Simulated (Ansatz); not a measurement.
## Co2AgS2, from a guessed structure to a relaxed one

Starting from a made-up structure for Co2AgS2, the aim is the relaxed cell, its shortest contacts and, where a second run follows, its electronic structure.

Program: Ansatz 0.2.0. Level of theory: DFT, PBEsol, plane-wave PAW, files of the set soft_1, scalar-relativistic, ferromagnetic start, cell and ions relaxed at zero pressure; PAW set soft_1. Results are calculated unless marked as measured.

## 1. Set-up

Symmetry: I4/mmm, No. 139, tetragonal system. The conventional cell has a = 3.413 Å, b = 3.413 Å, c = 13.310 Å, α = 90.00°, β = 90.00°, γ = 90.00°. Ag has 8 S at 3.19 Å and 4 Ag at 3.41 Å nearest. Co has 4 S at 2.11 Å nearest. Nearest to S lie 4 Co at 2.11 Å and 4 Ag at 3.19 Å. Farther neighbours and most contacts between anions are not listed.

## 2. Relaxation of the guess

The guess takes its coordinates from another compound and its volume from a rule, so the cell and any free coordinates are relaxed together.

Contents of input.yaml:

```yaml
crystal:
  lattice:
    - [-1.7065, 1.7065, 6.655]
    - [1.7065, -1.7065, 6.655]
    - [1.7065, 1.7065, -6.655]
  atoms:
    - { symbol: Ag, position: [0.0, 0.0, 0.0] }
    - { symbol: Co, position: [0.25, 0.75, 0.5], spin: 2.0 }
    - { symbol: Co, position: [0.75, 0.25, 0.5], spin: 2.0 }
    - { symbol: S, position: [0.6572, 0.6572, 0.0] }
    - { symbol: S, position: [0.3428, 0.3428, 0.0] }
magnetization:
  spin_polarized: true
kpoints:
  mp_grid: { grid: [11, 11, 11] }
scf:
  occupations: { method: fermi_dirac, width: 0.05 }
hamiltonian:
  xc: pbesol
  pseudopotentials: { kind: paw, azcp: { folder: soft_1 }, xc_functional: pbe }
relax:
  f_tol: 0.015
  max_steps: 70
  cell: {}
output:
  forces: true
  stress: true
```

Launch:

```bash
$ ansatz run input.yaml --threads 4 --pin off --max-ram 8192MiB --backend cpu --events-out ev --progress --plain --runs-dir out
```

Numbers of over 12 decimals in the logs are rounded to 6 here.

Log:

```text
basis.fft_grid_basis auto: the FFT boxes are laid along the combinations [[1, 0, 1], [0, 1, 1], [0, 0, 1]] of the cell's own vectors, 3.413, 3.413 and 7.079 Å long. The dense box has 24×24×48 points. Along the cell's own vectors, as sized, it would have 48×48×48, 4.00 times as many. Of the 16 symmetry operations that the crystal satisfies within crystal.symmetry.tolerance (time reversal apart; of a slab, those that k [...]
Engine: ansatz 0.2.0, aarch64-unknown-linux-gnu
Pseudopotentials: kind: paw
Pseudopotential: Ag, paw, valence charge 19, recommended cutoff 420 eV (normal), soft_1/Ag.paw.azcp
Pseudopotential: Co, paw, valence charge 17, recommended cutoff 420 eV (normal), soft_1/Co.paw.azcp
Pseudopotential: S, paw, valence charge 6, recommended cutoff 420 eV (normal), soft_1/S.paw.azcp
Functional definition: PBEsol
  exchange = pbesol_x
  correlation = pbesol_c
Crystal: 5 atoms, lattice volume = 77.521 Å³
Basis set: ecut = 420 eV, 1503 PW (Γ), FFT grids on a1+a3, a2+a3, a3, exchange–correlation on 48×48×96 points (8 copies of the dense FFT grid, shifted against one another)
Bands: 42, of which v1, the nominal top of the filled ones, is band 33 counted from 1 (32 counted from 0)
Symmetry: 16 space group operations
Space group: I4/mmm (ITA 139), of the structure as read, at distance tolerance 4.3e-5 Å
Magnetic group: BNS 139.531 (UNI 1191), of the structure as read, at distance tolerance 4.3e-5 Å
k-points: 126 of 1331
Non-local potential: Ag, projectors of the file, l = 0: 3, l = 1: 2, l = 2: 2, l = 3: 1
Non-local potential: Co, projectors of the file, l = 0: 3, l = 1: 2, l = 2: 3, l = 3: 1
Non-local potential: S, projectors of the file, l = 0: 2, l = 1: 2, l = 2: 1
PAW form: soft (Blöchl's): semilocal exchange-correlation on the pseudo side does not see the compensation charge
PAW frozen core: Ag, regenerated for the run's functional, and the local potential with it (the file was generated under x = pbe(κ = 0.804, μ = 0.219515), c = pbe(β = 0.066725))
PAW frozen core: Co, regenerated for the run's functional, and the local potential with it (the file was generated under x = pbe(κ = 0.804, μ = 0.219515), c = pbe(β = 0.066725))
PAW frozen core: S, regenerated for the run's functional, and the local potential with it (the file was generated under x = pbe(κ = 0.804, μ = 0.219515), c = pbe(β = 0.066725))
PAW one-centre angular grid: Ag, 590 points (default); XC on 64 Gauss nodes
PAW one-centre angular grid: Co, 590 points (default); XC on 64 Gauss nodes
PAW one-centre angular grid: S, 110 points (default); XC on 64 Gauss nodes
Initial density: superposition of atomic densities (chi_scale 0.1, normalization cell, long waves kept (reshape's long-wave potential 0.01 eV rms))
Starting moments: Σ|m| = 4 μB on 2 of 5 sites
Initial wavefunctions: pseudopotential atomic-orbital guess
Functional: x = pbesol(κ = 0.804, μ = 0.123457), c = pbesol(β = 0.046)
SCF iter   1: F=—  HF=-19472.030654 eV  |F-HF|=—  |Δ(HF+E_count)|=         —  Δρ=4.45e-2 (↑1.89e-2 ↓4.45e-2)  dr2=5.84e0  dr2_m=1.76e-1  M=3.444 μB ∫|m|=3.489 μB  β_m=0.30  ethr=3.10e-3  ⟨swp⟩=7.1  Hψ=46651  notcnv=0  defer=33
Mixer restart at iter 1: flushing history
preconditioner: auto → Kerker (q_TF=auto, 2.649 Å⁻¹)  [metal: Δε(μ)=0.001 eV  Ē_g=9.188 eV  σ=0.050 eV  W_gap=0.00  n_scr=24 (ndim 8)  ℏωp=27.0 eV  f_vac=0.004  D(μ)=3.49/eV (n_scr^D=34)]
spin=Collinear: Kerker preconditioning applied to the charge; magnetization (m = ρ↑ − ρ↓) channel mixes plain (no charge-response kernel on spin).
SCF iter   2: F=—  HF=-19474.590062 eV  |F-HF|=—  |Δ(HF+E_count)|=    2.56e0  Δρ=4.65e-2 (↑1.21e-2 ↓4.65e-2)  dr2=5.53e0  dr2_m=3.59e-1  M=3.138 μB ∫|m|=3.198 μB  β_m=0.65  ethr=3.10e-3  ⟨swp⟩=2.1  Hψ=14172  notcnv=0  defer=735
SCF iter   3: F=—  HF=-19477.697053 eV  |F-HF|=—  |Δ(HF+E_count)|=    3.11e0  Δρ=4.40e-2 (↑1.95e-2 ↓4.40e-2)  dr2=4.15e0  dr2_m=6.19e-1  M=2.613 μB ∫|m|=2.705 μB  β_m=0.43  ethr=3.10e-3  ⟨swp⟩=2.9  Hψ=16709  notcnv=0  defer=733
SCF iter   4: F=—  HF=-19477.131788 eV  |F-HF|=—  |Δ(HF+E_count)|=   5.65e-1  Δρ=3.36e-2 (↑8.42e-3 ↓3.36e-2)  dr2=2.15e0  dr2_m=2.04e-1  M=2.298 μB ∫|m|=2.381 μB  β_m=0.26  ethr=3.10e-3  ⟨swp⟩=2.4  Hψ=17837  notcnv=0  defer=712
SCF iter   5: F=—  HF=-19478.033447 eV  |F-HF|=—  |Δ(HF+E_count)|=   9.02e-1  Δρ=2.10e-2 (↑2.10e-2 ↓1.68e-2)  dr2=3.88e-1  dr2_m=2.01e-1  M=1.631 μB ∫|m|=1.736 μB  β_m=0.81  ethr=3.10e-3  ⟨swp⟩=2.6  Hψ=14328  notcnv=0  defer=712
SCF iter   6: F=—  HF=-19478.612401 eV  |F-HF|=—  |Δ(HF+E_count)|=   5.79e-1  Δρ=3.62e-2 (↑3.62e-2 ↓1.01e-2)  dr2=1.56e0  dr2_m=1.40e-1  M=0.546 μB ∫|m|=0.692 μB  β_m=0.91  ethr=5.96e-4  ⟨swp⟩=3.8  Hψ=22324  notcnv=0  defer=695  recentre
SCF iter   7: F=—  HF=-19478.521337 eV  |F-HF|=—  |Δ(HF+E_count)|=         —  Δρ=4.52e-2 (↑2.43e-2 ↓4.52e-2)  dr2=4.02e-1  dr2_m=8.21e-1  M=0.333 μB ∫|m|=0.432 μB  β_m=0.91  ethr=5.96e-4  ⟨swp⟩=3.2  Hψ=23086  notcnv=0  defer=610
Mixer restart at iter 7: flushing history
SCF iter   8: F=—  HF=-19478.661113 eV  |F-HF|=—  |Δ(HF+E_count)|=   1.40e-1  Δρ=2.53e-2 (↑2.53e-2 ↓5.24e-3)  dr2=2.79e-1  dr2_m=1.12e-1  M=0.127 μB ∫|m|=0.184 μB  β_m=0.95  ethr=5.96e-4  ⟨swp⟩=3.0  Hψ=23100  notcnv=0  defer=623
SCF iter   9: F=—  HF=-19478.918521 eV  |F-HF|=—  |Δ(HF+E_count)|=   2.57e-1  Δρ=3.11e-2 (↑2.76e-2 ↓3.11e-2)  dr2=1.90e0  dr2_m=2.29e-3  M=0.128 μB ∫|m|=0.147 μB  β_m=0.69  ethr=4.29e-4  ⟨swp⟩=3.4  Hψ=24788  notcnv=0  defer=623  recentre
SCF iter  10: F=—  HF=-19478.537216 eV  |F-HF|=—  |Δ(HF+E_count)|=   3.81e-1  Δρ=6.85e-3 (↑6.85e-3 ↓2.00e-3)  dr2=2.84e-2  dr2_m=5.35e-3  M=0.053 μB ∫|m|=0.073 μB  β_m=0.64  ethr=4.29e-4  ⟨swp⟩=3.1  Hψ=24206  notcnv=0  defer=644
SCF iter  11: F=—  HF=-19478.533755 eV  |F-HF|=—  |Δ(HF+E_count)|=   3.46e-3  Δρ=2.14e-3 (↑2.14e-3 ↓7.40e-4)  dr2=3.51e-3  dr2_m=5.12e-4  M=0.030 μB ∫|m|=0.040 μB  β_m=0.82  ethr=4.36e-5  ⟨swp⟩=2.1  Hψ=16992  notcnv=0  defer=618
SCF iter  12: F=—  HF=-19478.535908 eV  |F-HF|=—  |Δ(HF+E_count)|=   2.15e-3  Δρ=1.37e-3 (↑1.37e-3 ↓8.83e-4)  dr2=3.78e-3  dr2_m=4.79e-5  M=0.008 μB ∫|m|=0.010 μB  β_m=0.84  ethr=5.40e-6  ⟨swp⟩=2.0  Hψ=14659  notcnv=0  defer=618
SCF iter  13: F=—  HF=-19478.535519 eV  |F-HF|=—  |Δ(HF+E_count)|=   3.89e-4  Δρ=3.02e-4 (↑2.05e-4 ↓3.02e-4)  dr2=8.49e-6  dr2_m=4.48e-5  M=0.006 μB ∫|m|=0.008 μB  β_m=0.92  ethr=5.40e-6  ⟨swp⟩=2.0  Hψ=12978  notcnv=0  defer=618
SCF iter  14: F=—  HF=-19478.535525 eV  |F-HF|=—  |Δ(HF+E_count)|=   6.08e-6  Δρ=2.95e-5 (↑2.95e-5 ↓2.83e-5)  dr2=1.30e-6  dr2_m=3.41e-7  M=0.001 μB ∫|m|=0.001 μB  β_m=0.96  ethr=1.31e-8  ⟨swp⟩=3.1  Hψ=22261  notcnv=0  defer=618
[...]
relax step   7: F+E_penalty+E_count = -19478.83383602 eV  Δ(F+E_penalty+E_count) = -2.866e-4 eV  max|allowed force component| = 2.152e-3 eV/Å  Δτ_max = 0.0035 Å  P = +0.008 GPa  Ω = 73.017 Å³  energy of the carried Pulay correction = +2.737e-3 eV  (9 SCF iters, dr2 threshold 1.25e-7 eV, accepted)
Basis set: ecut = 420 eV, 1405 PW (Γ), FFT grids on a1+a3, a2+a3, a3, exchange–correlation on 48×48×90 points (8 copies of the dense FFT grid, shifted against one another)
Initial wavefunctions: pseudopotential atomic-orbital guess (no wavefunctions were taken with the density)
iter 1 solved again at ethr=1.16e-6 eV; its pass at ethr=3.10e-3 eV (dr2=7.51e-4 eV) is discarded
SCF iter   1: F=—  HF=-19478.832135 eV  |F-HF|=—  |Δ(HF+E_count)|=         —  Δρ=1.40e-4 (↑1.40e-4 ↓1.40e-4)  dr2=3.19e-5  dr2_m=5.64e-12  M=0.000 μB ∫|m|=0.000 μB  β_m=0.65  ethr=1.16e-6  ⟨swp⟩=3.1  Hψ=73124  notcnv=0
preconditioner: auto → Kerker (q_TF=auto, 2.287 Å⁻¹)  [metal: Δε(μ)=0.011 eV  Ē_g=9.056 eV  σ=0.050 eV  W_gap=0.05  n_scr=12 (ndim 8)  ℏωp=27.8 eV  f_vac=0.000  D(μ)=3.11/eV (n_scr^D=32)]
spin=Collinear: Kerker preconditioning applied to the charge; magnetization (m = ρ↑ − ρ↓) channel mixes plain (no charge-response kernel on spin).
SCF iter   2: F=—  HF=-19478.832138 eV  |F-HF|=—  |Δ(HF+E_count)|=   2.63e-6  Δρ=4.67e-5 (↑4.66e-5 ↓4.67e-5)  dr2=1.53e-6  dr2_m=2.30e-12  M=0.000 μB ∫|m|=0.000 μB  β_m=0.50  ethr=4.91e-8  ⟨swp⟩=2.1  Hψ=13978  notcnv=0
SCF iter   3: F=—  HF=-19478.832142 eV  |F-HF|=—  |Δ(HF+E_count)|=   4.26e-6  Δρ=2.44e-5 (↑2.44e-5 ↓2.44e-5)  dr2=7.76e-7  dr2_m=1.06e-12  M=0.000 μB ∫|m|=0.000 μB  β_m=0.50  ethr=2.36e-9  ⟨swp⟩=2.5  Hψ=19479  notcnv=0
SCF iter   4: F=—  HF=-19478.832144 eV  |F-HF|=—  |Δ(HF+E_count)|=   2.12e-6  Δρ=1.94e-5 (↑1.94e-5 ↓1.94e-5)  dr2=7.87e-7  dr2_m=4.20e-13  M=0.000 μB ∫|m|=0.000 μB  β_m=0.69  ethr=1.19e-9  ⟨swp⟩=2.0  Hψ=13207  notcnv=0
SCF iter   5: F=—  HF=-19478.832146 eV  |F-HF|=—  |Δ(HF+E_count)|=   2.25e-6  Δρ=2.17e-5 (↑2.16e-5 ↓2.17e-5)  dr2=1.40e-6  dr2_m=1.64e-13  M=0.000 μB ∫|m|=0.000 μB  β_m=0.84  ethr=1.19e-9  ⟨swp⟩=2.0  Hψ=12562  notcnv=0
SCF iter   6: F=—  HF=-19478.832147 eV  |F-HF|=—  |Δ(HF+E_count)|=   1.16e-6  Δρ=1.84e-5 (↑1.84e-5 ↓1.84e-5)  dr2=1.14e-6  dr2_m=7.77e-14  M=0.000 μB ∫|m|=0.000 μB  β_m=0.92  ethr=1.19e-9  ⟨swp⟩=2.0  Hψ=12693  notcnv=0
SCF iter   7: F=—  HF=-19478.832148 eV  |F-HF|=—  |Δ(HF+E_count)|=   5.70e-7  Δρ=8.26e-6 (↑8.25e-6 ↓8.26e-6)  dr2=2.21e-7  dr2_m=8.33e-15  M=0.000 μB ∫|m|=0.000 μB  β_m=0.88  ethr=1.19e-9  ⟨swp⟩=2.1  Hψ=15276  notcnv=0
SCF iter   8: F=—  HF=-19478.832148 eV  |F-HF|=—  |Δ(HF+E_count)|=   7.33e-8  Δρ=1.37e-6 (↑1.37e-6 ↓1.37e-6)  dr2=5.17e-9  dr2_m=1.10e-15  M=0.000 μB ∫|m|=0.000 μB  β_m=0.94  ethr=3.41e-10  ⟨swp⟩=2.3  Hψ=15946  notcnv=0
SCF iter   9: F=—  HF=-19478.832148 eV  |F-HF|=—  |Δ(HF+E_count)|=   1.20e-9  Δρ=1.59e-7 (↑1.58e-7 ↓1.59e-7)  dr2=8.54e-11  dr2_m=4.61e-16  M=0.000 μB ∫|m|=0.000 μB  β_m=0.97  ethr=7.95e-12  ⟨swp⟩=3.4  Hψ=22107  notcnv=0
SCF iter  10: F=—  HF=-19478.832148 eV  |F-HF|=—  |Δ(HF+E_count)|=   6.09e-8  Δρ=6.57e-8 (↑6.45e-8 ↓6.57e-8)  dr2=1.77e-11  dr2_m=3.28e-16  M=0.000 μB ∫|m|=0.000 μB  β_m=0.99  ethr=1.00e-12  ⟨swp⟩=2.0  Hψ=15206  notcnv=0
SCF iter  11: F=—  HF=-19478.832148 eV  |F-HF|=—  |Δ(HF+E_count)|=  2.18e-11  Δρ=1.62e-7 (↑1.62e-7 ↓1.62e-7)  dr2=8.58e-11  dr2_m=2.80e-17  M=0.000 μB ∫|m|=0.000 μB  β_m=0.90  ethr=1.00e-12  ⟨swp⟩=1.0  Hψ=10584  notcnv=0
SCF iter  12: F=-19478.832148 eV  HF=-19478.832148 eV  |F-HF|=3.64e-12  |Δ(HF+E_count)|=  7.28e-12  Δρ=7.03e-9 (↑7.01e-9 ↓7.03e-9)  dr2=1.20e-13  dr2_m=4.31e-19  M=0.000 μB ∫|m|=0.000 μB  ethr=1.00e-12  ⟨swp⟩=3.4  Hψ=32436  notcnv=0
the starting moments were not kept: the SCF closed with an absolute magnetisation of 5.1e-10 μB, where they sum to 4 μB in size (2 sites). That is at most 0.1 of that sum. Measured as dr2_m measures the in/out step, that magnetisation stands 0 eV from none, at or under the dr2_threshold of 5.0e-11 eV: it is no larger than a step whose dr2_m would equal this threshold.
SCF 8 converged in 12 iterations: F = -19478.832148 eV  dr2 = 1.20e-13
relax step   8: F+E_penalty+E_count = -19478.83214789 eV  Δ(F+E_penalty+E_count) = +1.688e-3 eV  max|allowed force component| = 1.941e-3 eV/Å  Δτ_max = 0.0000 Å  P = -0.014 GPa  Ω = 73.017 Å³  stress off target by 2.76e-2 GPa  SCF on the basis re-selected at this cell (its energy is not comparable with the rows above)  (12 SCF iters)
basis re-selected at this cell: Δ(F+E_penalty+E_count) = +1.688e-3 eV, ΔP = -0.022 GPa vs the last step (what re-selecting the basis moved, of the pressure what is left beyond the Pulay correction that the steps carried, after the strain that the cell walked since its last selection, with what the two solves' SCF thresholds leave and, on support functions, any second-order correction that the steps lacked; it is no measure of the basis error at this ecutwfc). The dense FFT grid was sized anew with the basis: this SCF ran on 24×24×45 points, the steps before it on 24×24×48, so part of this shift can come from that change (see relax.cell in the input reference). [rest of the remark cut]
SCF converged after 12 iterations
Magnetization: 0.0000 μB (32.5000 up, 32.5000 down)
Absolute magnetization: 0.0000 μB (∫|ρ↑−ρ↓|, with the PAW one-centre terms)
Spin contamination: 0.0000 ħ² per cell (⟨S²⟩ above its minimum at these occupations)
Per-site moments (μB) at R_I (Å): [(-4.729964618044454e-12, 1.232652), (1.0225801842496059e-10, 0.900943), (1.0225790941808485e-10, 0.900943), (-4.500882085108758e-11, 0.900943), (-4.500886766161759e-11, 0.900943)]
Free energy (F): -19478.832148 eV
Harris-Foulkes:  -19478.832148 eV  (|F-HF|=3.64e-12)
Internal energy: -19478.804761 eV  (E = F + TS)
E sigma→0 (E₀):  -19478.818455 eV
Entropy (-TS):   -0.027387 eV (-5.477 meV/atom)
Fermi energy:    13.745520 eV
--- Per-component energies (eV) ---
  E_band       = -893.371987
  E_kinetic    = 1274.115799
  E_local      = -10440.396059  (includes V_loc(G=0)·N_el)
  E_nonlocal   = 987.714083
  E_hartree    = 4767.910677
  E_xc         = -518.305981
  E_vxc        = -604.174602  (∫ρ·V_xc dr)
  E_paw        = -8161.008469  (= ΣΔE_a)
  E_vpaw       = -1646.452929  (= ΣTr[D̂ρ^β])
  E_aug_tail   = 0.000329  (compensation charges beyond the density's cutoff)
  E_ewald      = -7389.658618
  E_core_change = 0.823478  (= ΣΔE_core)
  E_smearing   = -0.027387  (= −TS)
  E_closure    = 0.000000  (closes the sum)
  Σ components = -19478.832148   (vs F -19478.832148, Δ=0.00e0)
--- Forces (eV/Å), atoms counted from 1 ---
  atom   1  Ag     0.00000000     0.00000000     0.00000000
  atom   2  Co     0.00000000     0.00000000     0.00000000
  atom   3  Co     0.00000000     0.00000000     0.00000000
  atom   4  S     -0.00000000    -0.00000000    -0.00194058
  atom   5  S      0.00000000     0.00000000     0.00194058
  max |Σ_I F_I| component: 1.04e-17 eV/Å
--- Stress (GPa, compression-positive) ---
       -0.007238      -0.000000       0.000000
       -0.000000      -0.007238       0.000000
       -0.000000      -0.000000      -0.027554
  P = ⅓ Tr σ = -0.0140 GPa (-0.140 kbar)
--- Relaxed structure (7 steps of the walk, 7 accepted, 1 SCFs on fresh bases) ---
  F+E_penalty+E_count = -19478.83214789 eV   max|allowed force component| = 1.941e-3 eV/Å   (the final SCF, on the basis selected at the relaxed cell)
  cell:  # Å, volume = 73.0171 Å³
    - [-1.733373, 1.733373, 6.075477]
    - [1.733373, -1.733373, 6.075477]
    - [1.733373, 1.733373, -6.075477]
  atoms:
    - { symbol: Ag, position: [-3.9099702689184215e-19, -3.9099702689184195e-19, 0] }
    - { symbol: Co, position: [0.25, 0.750000, 0.5] }
    - { symbol: Co, position: [0.750000, 0.25, 0.5] }
    - { symbol: S, position: [0.640642, 0.640642, 0] }
    - { symbol: S, position: [0.359358, 0.359358, 0] }
```

Wall time 2.3 min (4 threads of Arm Neoverse V1, shared host); peak memory 0.82 GiB; 8.8 min of CPU time.

Step by step:

```csv
step,energy less that of the first step (eV),largest force component (eV/Å),pressure (GPa),volume (Å³)
1,0.0000,2.0563,7.74,77.52
2,-0.1911,0.9814,3.14,77.02
3,-0.2737,0.1114,0.65,74.86
4,-0.2757,0.1126,0.75,74.66
5,-0.2968,0.0039,0.83,72.45
6,-0.2980,0.0079,-0.22,73.26
7,-0.2983,0.0022,0.01,73.02
8*,-0.2966,0.0019,-0.01,73.02
```

Relaxation steps marked * repeat the geometry before them on a plane-wave basis chosen anew for their cell, so energy and pressure can jump there.

Forces are held to the 16 operations that the run works with; a distortion that breaks them can't arise in this run.

```csv
"conventional cell, symmetrised",before,after,change
a (Å),3.413,3.467,+1.6 %
b (Å),3.413,3.467,+1.6 %
c (Å),13.310,12.151,-8.7 %
volume (Å³/atom),15.50,14.60,-5.8 %
```

The atoms that moved most (Å, as changes of fractional coordinates times the final cell):

```csv
atom,dx,dy,dz,length
S4,0.000,0.000,-0.201,0.201
S5,0.000,0.000,0.201,0.201
```

Final coordinates:

```cif
data_structure
_symmetry_space_group_name_H-M 'P 1'
_symmetry_Int_Tables_number 1
_cell_length_a 6.5514
_cell_length_b 6.5514
_cell_length_c 6.5514
_cell_angle_alpha 149.316
_cell_angle_beta 149.316
_cell_angle_gamma 43.947
_cell_volume 73.02
loop_
_atom_site_label
_atom_site_type_symbol
_atom_site_fract_x
_atom_site_fract_y
_atom_site_fract_z
_atom_site_occupancy
Ag1 Ag 0.00000 0.00000 0.00000 1
Co2 Co 0.25000 0.75000 0.50000 1
Co3 Co 0.75000 0.25000 0.50000 1
S4 S 0.64064 0.64064 0.00000 1
S5 S 0.35936 0.35936 0.00000 1
```

Numbers from this step:

* free energy: -19478.8321 eV
* energy at zero smearing: -19478.8185 eV
* smearing term TS: 0.02739 eV
* Fermi energy: 13.75 eV
* electrons: 65
* symmetry operations: 16
* pressure: -0.01401 GPa

Shortest distances by pair of elements, guess and relaxed (not always the same contact):

```csv
pair,guess (Å),relaxed (Å)
Co–S,2.107,2.184
Co–Co,2.413,2.451
Ag–S,3.194,2.988
S–S,3.413,3.418
Ag–Ag,3.413,3.467
```

The relaxation ends with a largest force component of 0.0019 eV/Å and a pressure of -0.01 GPa. The starting moments have collapsed: the run ends non-magnetic.

## 3. Outcome

```
space group, relaxed : I4/mmm
conventional cell    : a = 3.467, b = 3.467, c = 12.151 Å; α = 90.0°, β = 90.0°, γ = 90.0°
volume per atom      : 14.60 Å³ (guess 15.50)
total moment         : 0.00 μB in the cell of 5 atoms
```

**Reading.** Co2AgS2 relaxes to I4/mmm with a = 3.467, b = 3.467 and c = 12.151 Å. The guessed volume was 6 % too large. The space group I4/mmm was held in the relaxation, so the end point is a stationary structure within it and may be a saddle against distortions or other arrangements. The moments died out from this one start and weren't seeded again at the relaxed cell. Mesh and cutoff weren't tested. No dispersion term is used, so weakly bound directions may come out too long. Nothing here tests whether the compound is stable against decomposition.

[Logs are printed without paths, hosts, clocks, repeated set-up lines and the standing remarks that a program may print on its own settings, such as how far it seeks lower states.]

[Hosts, paths, dates, database ids (printed as entryN), source tags and the programs' standing remarks are cut or masked in the printed files.]
